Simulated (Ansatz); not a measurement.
# AlAs wire along [110], 6 atoms a period, H-terminated: bands under strain, part 2 of 3

Aim: is the AlAs wire along [110], 6 atoms a period, H-terminated a metal or a semiconductor?

Ansatz 0.2.0; DFT PBE, plane waves, PAW; relaxation of a wire's period (the session's first sound run).

So far. Step 2 (The relaxed wire): The cell's length comes to 4.177 Å with spin left out.

### 3. The wire at its relaxed period

This step: DFT PBE, plane waves, PAW; bands of a perfect wire (Ansatz 0.2.0).

At the relaxed period the bands are computed along the axis; those that cross an energy going forward count the channels that a perfect wire would open there.

Input file input.yaml:

```yaml
crystal:
  lattice:
    - [12.899, 0.0, 0.0]
    - [0.0, 13.416, 0.0]
    - [0.0, 0.0, 4.1771284597]
  atoms:
    - { symbol: As, position: [0.437077022, 0.343051512, 0.0] }
    - { symbol: H, position: [0.529873482, 0.272752912, 0.0] }
    - { symbol: Al, position: [0.532147119, 0.499982153, 0.0] }
    - { symbol: H, position: [0.322602566, 0.183064848, 0.5] }
    - { symbol: H, position: [0.239077288, 0.378114929, 0.5] }
    - { symbol: H, position: [0.322602566, 0.816899458, 0.5] }
    - { symbol: H, position: [0.239077288, 0.621849377, 0.5] }
    - { symbol: Al, position: [0.333546568, 0.301479093, 0.5] }
    - { symbol: Al, position: [0.333546568, 0.698485213, 0.5] }
    - { symbol: As, position: [0.641870995, 0.499982153, 0.5] }
    - { symbol: H, position: [0.718946078, 0.414546762, 0.5] }
    - { symbol: H, position: [0.718946078, 0.585417543, 0.5] }
    - { symbol: As, position: [0.437077022, 0.656912794, 0.0] }
    - { symbol: H, position: [0.529873482, 0.727211394, 0.0] }
kpoints:
  mp_grid: { grid: [1, 1, 20] }
  band_path: { path: ["Γ", Z], npoints: 90 }
scf:
  occupations: { method: fermi_dirac, width: 0.05 }
hamiltonian:
  xc: pbe
output:
  dos: { e_range: [-5, 4] }
  write_potential: true
  write_density: true
  volumetric_format: npy
```

Run with:

```sh
ansatz run input.yaml --threads 4 --pin off --max-ram 16384MiB --backend cpu --events-out ev --progress --plain --runs-dir out
```

Numbers of over 12 decimals in the logs are rounded to 6 here.

The log of the run:

```text
[...]
Crystal: 14 atoms, lattice volume = 722.865 Å³
Basis set: ecut = 420 eV, 14067 PW (Γ)
Bands: 45, of which v1, the nominal top of the filled ones, is band 31 counted from 1 (30 counted from 0)
Symmetry: 4 space group operations
[...]
k-points: 11 of 20
[...]
SCF iter   1: F=—  HF=-16307.623874 eV  |F-HF|=—  |Δ(HF+E_count)|=         —  Δρ=2.15e-3  dr2=2.08e-1  ethr=1.77e-3  ⟨swp⟩=8.6  Hψ=2619  notcnv=0  defer=4
[...]
SCF iter   8: F=-16307.572363 eV  HF=-16307.572363 eV  |F-HF|=4.47e-9  |Δ(HF+E_count)|=   2.15e-7  Δρ=1.02e-6  dr2=8.13e-9  ethr=1.61e-10  ⟨swp⟩=13.3  Hψ=2316  notcnv=0
SCF 1 converged in 8 iterations: F = -16307.572363 eV  dr2 = 8.13e-9
[...]
NSCF: frozen V_eff on 91 k-points
WARN: The output density's exchange-correlation potential varies sharply where the density is thin. Do not read a vacuum level from v_tot or v_xc, or from such a field of the output density. On a cell that repeats whose density bears no net charge and no dipole along the vacuum's axis use v_es (v_loc + v_h of the components); under efield.dipole_correction with no amplitude use v_es + v_field, which holds any externa [...]
SCF converged after 8 iterations
Free energy (F): -16307.572363 eV
[...]
Internal energy: -16307.572363 eV  (E = F + TS)
E sigma→0 (E₀):  -16307.572363 eV
Fermi energy:    -2.215681 eV
[...]
--- Band table (eV; the first three rows and the last of 11) ---
  k-point 0: bands = [... 27 lower, -4.4002, -4.0711, -3.6250, -3.5737, -0.8944, -0.0933, -0.0769, 0.6482, ... 10 higher]
  k-point 1: bands = [... 27 lower, -4.3918, -4.0999, -3.6713, -3.6293, -0.7672, -0.0270, 0.0084, 0.6650, ... 10 higher]
  k-point 2: bands = [... 27 lower, -4.4158, -4.1797, -3.7668, -3.7530, -0.4197, 0.0988, 0.1652, 0.7554, ... 10 higher]
  k-point 10: bands = [... 27 lower, -4.5100, -4.4929, -4.4776, -4.3158, 0.0912, 0.3387, 0.3778, 0.5944, ... 10 higher]
```

Run time: 51 s. Hardware: 4 threads of Arm Neoverse V1, shared host; peak memory 2 GiB.

Reading the cycles: dr2 is the Hartree energy of the density residual (eV), the measure of convergence; HF is the Harris–Foulkes estimate of the energy, which meets the free energy F at convergence.

Numbers from this step:

```yaml
band_gap: 2.679 eV
```

Electronic bands along the path, in eV, zero at the Fermi level:

```tsv
point	band 28	band 29	band 30	band 31	band 32	band 33	band 34	band 35
Γ	-2.18	-1.86	-1.41	-1.36	1.32	2.12	2.14	2.86
halfway	-2.30	-2.09	-1.87	-1.80	2.31	2.39	3.00	3.23
Z	-2.29	-2.28	-2.26	-2.10	2.31	2.55	2.59	2.81
```

The gap is 2.68 eV, with spin left out.

The path shows a direct gap of 2.68 eV (valence top at Γ, conduction bottom at Γ).

### 4. Strain along the wire, period over the relaxed period 0.96, k-mesh 1×1×15

This step: DFT PBE, plane waves, PAW; relaxation at a fixed period (Ansatz 0.2.0).

The period is set to 0.96 times the relaxed one and the atoms relax within it: strain changes bond lengths and angles, which shifts the bands against each other. Against the first PBE run of this kind, the mesh along the wire has 15 points against 20.

The cell differs from the one that the last finished run ended in (c 4.177 → 4.010 Å).

input.yaml, as its differences from that of step 3:

```diff
@@ -4,3 +4,3 @@
     - [0.0, 13.416, 0.0]
-    - [0.0, 0.0, 4.1771284597]
+    - [0.0, 0.0, 4.0100433213]
   atoms:
@@ -21,3 +21,3 @@
 kpoints:
-  mp_grid: { grid: [1, 1, 20] }
+  mp_grid: { grid: [1, 1, 15] }
   band_path: { path: ["Γ", Z], npoints: 90 }
@@ -27,6 +27,6 @@
   xc: pbe
+relax:
+  max_steps: 40
+  f_tol: 0.02
 output:
-  dos: { e_range: [-5, 4] }
-  write_potential: true
-  write_density: true
-  volumetric_format: npy
+  stress: true
```

The log of the run:

```text
Warning: output.stress: scf.convergence.dr2_threshold = 1e-7 eV (the SCF's general default) is looser than the 1.4e-9 eV advised for a printed stress (1e-10 eV for each atom of the cell: 14). What an SCF threshold leaves in a stress goes as its square root, and in the free energy as the threshold itself, and one threshold admits the most on a small cell: [figures from the program's tests cut] Every solve of this run  [...]
[...]
Crystal: 14 atoms, lattice volume = 693.950 Å³
Basis set: ecut = 420 eV, 13583 PW (Γ), exchange–correlation on 180×180×54 points (8 copies of the dense FFT grid, shifted against one another)
Bands: 45, of which v1, the nominal top of the filled ones, is band 31 counted from 1 (30 counted from 0)
Symmetry: 4 space group operations
[...]
k-points: 8 of 15
[...]
SCF iter   1: F=—  HF=-16307.529549 eV  |F-HF|=—  |Δ(HF+E_count)|=         —  Δρ=2.23e-3  dr2=2.41e-1  ethr=1.77e-3  ⟨swp⟩=9.2  Hψ=1942  notcnv=0  defer=1
[...]
SCF iter   6: F=-16307.466846 eV  HF=-16307.466844 eV  |F-HF|=1.54e-6  |Δ(HF+E_count)|=   4.18e-5  Δρ=1.52e-5  dr2=2.08e-6  ethr=1.61e-8  ⟨swp⟩=5.0  Hψ=1189  notcnv=0
SCF 1 converged in 6 iterations: F = -16307.466846 eV  dr2 = 2.08e-6
[...]
relax step   1: F+E_penalty+E_count = -16307.46684574 eV  Δ(F+E_penalty+E_count) = +0.000e0 eV  max|allowed force component| = 4.346e-1 eV/Å  Δτ_max = 0.0000 Å  (6 SCF iters, dr2 threshold 1.00e-5 eV, accepted)
[...]
SCF iter   5: F=-16307.502170 eV  HF=-16307.502172 eV  |F-HF|=1.80e-6  |Δ(HF+E_count)|=   4.56e-6  Δρ=2.04e-5  dr2=4.32e-6  ethr=1.90e-8  ⟨swp⟩=4.5  Hψ=1095  notcnv=0
SCF 2 converged in 5 iterations: F = -16307.502170 eV  dr2 = 4.32e-6
relax step   2: F+E_penalty+E_count = -16307.50217000 eV  Δ(F+E_penalty+E_count) = -3.532e-2 eV  max|allowed force component| = 1.993e-2 eV/Å  Δτ_max = 0.0648 Å  (5 SCF iters, dr2 threshold 1.18e-5 eV, accepted)
[...]
SCF iter   4: F=-16307.502172 eV  HF=-16307.502172 eV  |F-HF|=7.28e-9  |Δ(HF+E_count)|=   1.87e-7  Δρ=1.03e-6  dr2=1.93e-8  ethr=1.61e-10  ⟨swp⟩=4.0  Hψ=1016  notcnv=0
SCF 3 converged in 4 iterations: F = -16307.502172 eV  dr2 = 1.93e-8
relax step   3: F+E_penalty+E_count = -16307.50217213 eV  Δ(F+E_penalty+E_count) = -2.129e-6 eV  max|allowed force component| = 2.001e-2 eV/Å  Δτ_max = 0.0000 Å  (4 SCF iters, accepted)
SCF iter   1: F=—  HF=-16307.503512 eV  |F-HF|=—  |Δ(HF+E_count)|=         —  Δρ=8.16e-4  dr2=3.91e-3  ethr=6.28e-5  ⟨swp⟩=3.0  Hψ=683  notcnv=0  defer=63
[...]
SCF iter   6: F=-16307.502726 eV  HF=-16307.502726 eV  |F-HF|=6.65e-9  |Δ(HF+E_count)|=   2.33e-8  Δρ=1.81e-6  dr2=3.47e-8  ethr=1.61e-10  ⟨swp⟩=5.0  Hψ=1151  notcnv=0
SCF 4 converged in 6 iterations: F = -16307.502726 eV  dr2 = 3.47e-8
relax step   4: F+E_penalty+E_count = -16307.50272557 eV  Δ(F+E_penalty+E_count) = -5.534e-4 eV  max|allowed force component| = 1.556e-2 eV/Å  Δτ_max = 0.0165 Å  (6 SCF iters, accepted)
[...]
the band table was solved once a step of the walk had ended and its energy, with any forces and stress, was formed, with the checks that follow a solve (2347 applications of the Hamiltonian). They found nothing against the state; the energy, forces and stress were not computed again (output.eigenvalues in the input reference)
[...]
SCF converged after 6 iterations
Free energy (F): -16307.502726 eV
[...]
Internal energy: -16307.502726 eV  (E = F + TS)
E sigma→0 (E₀):  -16307.502726 eV
Fermi energy:    -1.799020 eV
[...]
--- Forces (eV/Å), atoms counted from 1 ---
  atom   1  As     0.01555143     0.00686168     0.00000000
  atom   2  H     -0.01030821    -0.00802544     0.00000000
  atom   3  Al    -0.01385736     0.00000000     0.00000000
  atom   4  H     -0.00164908     0.00459041     0.00000000
  atom   5  H      0.00308050    -0.00144684     0.00000000
  atom   6  H     -0.00164908    -0.00459041     0.00000000
  atom   7  H      0.00308050     0.00144684     0.00000000
  atom   8  Al     0.00213704     0.00080193     0.00000000
  atom   9  Al     0.00213704    -0.00080193     0.00000000
  atom  10  As     0.00097651    -0.00000000     0.00000000
  atom  11  H     -0.00241440     0.00403640     0.00000000
  atom  12  H     -0.00241440    -0.00403640     0.00000000
  atom  13  As     0.01555143    -0.00686168     0.00000000
  atom  14  H     -0.01030821     0.00802544     0.00000000
  max |Σ_I F_I| component: 8.63e-5 eV/Å
--- Stress (GPa, compression-positive) ---
       -0.055498       0.000000       0.000000
        0.000000       0.009067       0.000000
        0.000000       0.000000       0.788356
  P = ⅓ Tr σ = 0.2473 GPa (2.473 kbar)
--- Band table (eV; the first three rows and the last of 8) ---
  k-point 0: bands = [... 27 lower, -4.3397, -4.0490, -3.2242, -3.1934, -0.4299, 0.0478, 0.1265, 0.7941, ... 10 higher]
  k-point 1: bands = [... 27 lower, -4.2979, -4.0704, -3.3738, -3.3500, -0.1829, 0.1121, 0.2055, 0.8655, ... 10 higher]
  k-point 2: bands = [... 27 lower, -4.3418, -4.1350, -3.6620, -3.6610, 0.1905, 0.2598, 0.3695, 1.1246, ... 10 higher]
  k-point 7: bands = [... 27 lower, -4.4810, -4.4468, -4.3435, -4.1681, 0.0214, 0.3446, 0.3638, 0.6882, ... 10 higher]
--- Relaxed structure (4 steps of the walk, 4 accepted, 0 SCFs on fresh bases) ---
  F+E_penalty+E_count = -16307.50272557 eV   max|allowed force component| = 1.556e-2 eV/Å
  atoms:
    - { symbol: As, position: [0.438657, 0.342940, 0.0] }
    - { symbol: H, position: [0.530545, 0.271715, 0.0] }
    - { symbol: Al, position: [0.532666, 0.499982, 0.0] }
    - { symbol: H, position: [0.318694, 0.181242, 0.500000] }
    - { symbol: H, position: [0.236123, 0.376037, 0.500000] }
    - { symbol: H, position: [0.318694, 0.818723, 0.500000] }
    - { symbol: H, position: [0.236123, 0.623928, 0.500000] }
    - { symbol: Al, position: [0.330680, 0.299530, 0.500000] }
    - { symbol: Al, position: [0.330680, 0.700435, 0.500000] }
    - { symbol: As, position: [0.647207, 0.499982, 0.500000] }
    - { symbol: H, position: [0.723496, 0.414071, 0.500000] }
    - { symbol: H, position: [0.723496, 0.585893, 0.500000] }
    - { symbol: As, position: [0.438657, 0.657024, 0.0] }
    - { symbol: H, position: [0.530545, 0.728249, 0.0] }
```

Wall time 58 s (4 threads); peak memory 1.9 GiB; 3.8 min of CPU time.

The steps of the relaxation:

```tsv
step	energy less that of the first step (eV)	largest force component (eV/Å)
1	0.0000	0.4346
2	-0.0353	0.0199
3	-0.0353	0.0200
4	-0.0359	0.0156
```

Forces are held to the 4 operations that the run works with; a distortion that breaks them can't arise in this run.

The atoms that moved most (Å):

```tsv
atom	dx	dy	dz	length
As10	0.069	0.000	0.000	0.069
H12	0.059	0.006	0.000	0.059
H11	0.059	-0.006	0.000	0.059
H4	-0.050	-0.024	0.000	0.056
H6	-0.050	0.024	0.000	0.056
H5	-0.038	-0.028	0.000	0.047
H7	-0.038	0.028	0.000	0.047
Al8	-0.037	-0.026	0.000	0.045
```

The relaxed structure:

```xyz
14
Lattice="12.8990 0.0000 0.0000 0.0000 13.4160 0.0000 0.0000 0.0000 4.0100" Properties=species:S:1:pos:R:3
As    5.6582    4.6009    0.0000
H     6.8435    3.6453    0.0000
Al    6.8709    6.7078    0.0000
H     4.1108    2.4315    2.0050
H     3.0457    5.0449    2.0050
H     4.1108   10.9840    2.0050
H     3.0457    8.3706    2.0050
Al    4.2654    4.0185    2.0050
Al    4.2654    9.3970    2.0050
As    8.3483    6.7078    2.0050
H     9.3324    5.5552    2.0050
H     9.3324    7.8603    2.0050
As    5.6582    8.8146    0.0000
H     6.8435    9.7702    0.0000
```

This step gave:

```
band gap : 2.764 eV
```

Electronic bands along the path, in eV, zero at the Fermi level:

```tsv
point	band 28	band 29	band 30	band 31	band 32	band 33	band 34	band 35
Γ	-2.54	-2.25	-1.43	-1.39	1.37	1.85	1.93	2.59
halfway	-2.60	-2.41	-2.25	-2.16	1.91	1.99	2.68	2.88
Z	-2.69	-2.67	-2.54	-2.37	1.82	2.13	2.20	2.42
```

The gap is 2.76 eV, against 2.68 eV under PBE at the relaxed period.

### 5. At a strained period, period over the relaxed period 0.98, k-mesh 1×1×15

The period is set to 0.98 times the relaxed one and the atoms relax within it: strain changes bond lengths and angles, which shifts the bands against each other. Against the first PBE run of this kind, the mesh along the wire has 15 points against 20.

The cell differs from the one that the last finished run ended in (c 4.010 → 4.094 Å).

input.yaml, as its differences from that of step 4:

```diff
@@ -4,3 +4,3 @@
     - [0.0, 13.416, 0.0]
-    - [0.0, 0.0, 4.0100433213]
+    - [0.0, 0.0, 4.0935858905]
   atoms:
```

The log of the run:

```text
[...]
Crystal: 14 atoms, lattice volume = 708.407 Å³
Basis set: ecut = 420 eV, 13847 PW (Γ), exchange–correlation on 180×180×60 points (8 copies of the dense FFT grid, shifted against one another)
Bands: 45, of which v1, the nominal top of the filled ones, is band 31 counted from 1 (30 counted from 0)
Symmetry: 4 space group operations
[...]
- { symbol: H, position: [0.320616, 0.817910, 0.5] }
    - { symbol: H, position: [0.237640, 0.623181, 0.5] }
    - { symbol: Al, position: [0.332241, 0.300356, 0.5] }
    - { symbol: Al, position: [0.332241, 0.699608, 0.5] }
    - { symbol: As, position: [0.644465, 0.499982, 0.5] }
    - { symbol: H, position: [0.721127, 0.414289, 0.5] }
    - { symbol: H, position: [0.721127, 0.585675, 0.5] }
    - { symbol: As, position: [0.437970, 0.657078, 0.0] }
    - { symbol: H, position: [0.530141, 0.728037, 0.0] }
[key lines of the parts left out:]
SCF converged after 6 iterations
Free energy (F): -16307.555323 eV
Fermi energy:    -2.020807 eV
P = ⅓ Tr σ = 0.1149 GPa (1.149 kbar)
```

Elapsed: 55 s, on 4 threads; peak memory 2 GiB.

Relaxation path:

```tsv
step	energy less that of the first step (eV)	largest force component (eV/Å)
1	0.0000	0.2085
2	-0.0082	0.0352
3	-0.0086	0.0078
```

Forces are held to the 4 operations that the run works with; a distortion that breaks them can't arise in this run.

The atoms that moved most (Å):

```tsv
atom	dx	dy	dz	length
As10	0.033	0.000	0.000	0.033
H4	-0.026	-0.014	0.000	0.029
H6	-0.026	0.014	0.000	0.029
H12	0.028	0.003	0.000	0.028
H11	0.028	-0.003	0.000	0.028
H5	-0.019	-0.018	0.000	0.026
H7	-0.019	0.018	0.000	0.026
Al8	-0.017	-0.015	0.000	0.023
```

The relaxed structure:

```xyz
14
Lattice="12.8990 0.0000 0.0000 0.0000 13.4160 0.0000 0.0000 0.0000 4.0936" Properties=species:S:1:pos:R:3
As    5.6494    4.6002    0.0000
H     6.8383    3.6482    0.0000
Al    6.8665    6.7078    0.0000
H     4.1356    2.4424    2.0468
H     3.0653    5.0549    2.0468
H     4.1356   10.9731    2.0468
H     3.0653    8.3606    2.0468
Al    4.2856    4.0296    2.0468
Al    4.2856    9.3859    2.0468
As    8.3129    6.7078    2.0468
H     9.3018    5.5581    2.0468
H     9.3018    7.8574    2.0468
As    5.6494    8.8154    0.0000
H     6.8383    9.7674    0.0000
```

The electronic bands at the labelled points (eV, zero at the Fermi level):

```tsv
point	band 28	band 29	band 30	band 31	band 32	band 33	band 34	band 35
Γ	-2.35	-2.04	-1.42	-1.38	1.35	2.01	2.06	2.73
halfway	-2.43	-2.23	-2.05	-1.97	2.12	2.21	2.86	3.06
Z	-2.48	-2.46	-2.40	-2.22	2.08	2.35	2.41	2.63
```

The gap is 2.73 eV, against 2.68 eV under PBE at the relaxed period.

### 6. At a strained period, period over the relaxed period 1.02, k-mesh 1×1×15

The period is set to 1.02 times the relaxed one and the atoms relax within it: strain changes bond lengths and angles, which shifts the bands against each other. Against the first PBE run of this kind, the mesh along the wire has 15 points against 20.

The cell differs from the one that the last finished run ended in (c 4.094 → 4.261 Å).

input.yaml, as its differences from that of step 5:

```diff
@@ -4,3 +4,3 @@
     - [0.0, 13.416, 0.0]
-    - [0.0, 0.0, 4.0935858905]
+    - [0.0, 0.0, 4.2606710289]
   atoms:
```

The log of the run:

```text
[...]
Crystal: 14 atoms, lattice volume = 737.322 Å³
Basis set: ecut = 420 eV, 14397 PW (Γ), exchange–correlation on 180×180×60 points (8 copies of the dense FFT grid, shifted against one another)
Bands: 45, of which v1, the nominal top of the filled ones, is band 31 counted from 1 (30 counted from 0)
Symmetry: 4 space group operations
[...]
- { symbol: H, position: [0.240826, 0.621220, 0.5] }
    - { symbol: Al, position: [0.335317, 0.302263, 0.5] }
    - { symbol: Al, position: [0.335317, 0.697702, 0.5] }
    - { symbol: As, position: [0.638942, 0.499982, 0.5] }
    - { symbol: H, position: [0.716357, 0.414751, 0.5] }
    - { symbol: H, position: [0.716357, 0.585213, 0.5] }
    - { symbol: As, position: [0.436489, 0.657025, 0] }
    - { symbol: H, position: [0.529206, 0.727451, 1.1211100749391158e-19] }
[key lines of the parts left out:]
SCF converged after 6 iterations
Free energy (F): -16307.558767 eV
Fermi energy:    -2.399239 eV
P = ⅓ Tr σ = -0.1071 GPa (-1.071 kbar)
```

Wall time 57 s (4 threads); peak memory 2 GiB; 3.7 min of CPU time.

Step by step:

```tsv
step	energy less that of the first step (eV)	largest force component (eV/Å)
1	0.0000	0.1783
2	-0.0057	0.0697
3	-0.0075	0.0057
```

The run keeps the 4 symmetry operations that it works with, so distortions that break them were not tested.

The atoms that moved most (Å):

```tsv
atom	dx	dy	dz	length
As10	-0.038	0.000	0.000	0.038
H11	-0.033	0.003	0.000	0.034
H12	-0.033	-0.003	0.000	0.034
H6	0.026	-0.011	0.000	0.029
H4	0.026	0.011	0.000	0.029
Al9	0.023	-0.011	0.000	0.025
Al8	0.023	0.011	0.000	0.025
H7	0.023	-0.008	0.000	0.024
```

Final coordinates:

```xyz
14
Lattice="12.8990 0.0000 0.0000 0.0000 13.4160 0.0000 0.0000 0.0000 4.2607" Properties=species:S:1:pos:R:3
As    5.6303    4.6009    0.0000
H     6.8262    3.6560    0.0000
Al    6.8578    6.7078    0.0000
H     4.1875    2.4674    2.1303
H     3.1064    5.0812    2.1303
H     4.1875   10.9481    2.1303
H     3.1064    8.3343    2.1303
Al    4.3253    4.0552    2.1303
Al    4.3253    9.3604    2.1303
As    8.2417    6.7078    2.1303
H     9.2403    5.5643    2.1303
H     9.2403    7.8512    2.1303
As    5.6303    8.8147    0.0000
H     6.8262    9.7595    0.0000
```

The electronic bands at the labelled points (eV, zero at the Fermi level):

```tsv
point	band 28	band 29	band 30	band 31	band 32	band 33	band 34	band 35
Γ	-2.04	-1.69	-1.40	-1.34	1.30	2.17	2.19	2.97
halfway	-2.18	-1.96	-1.70	-1.65	2.49	2.58	3.10	3.37
Z	-2.18	-2.10	-2.09	-1.99	2.52	2.75	2.78	2.99
```

The gap is 2.63 eV, against 2.68 eV under PBE at the relaxed period.

(Continued in part 3 of 3.)

[Logs are printed without paths, hosts, clocks, repeated set-up lines and the standing remarks that a program may print on its own settings, such as how far it seeks lower states.]

[Hosts, paths, dates, database ids (printed as entryN), source tags and the programs' standing remarks are cut or masked in the printed files.]
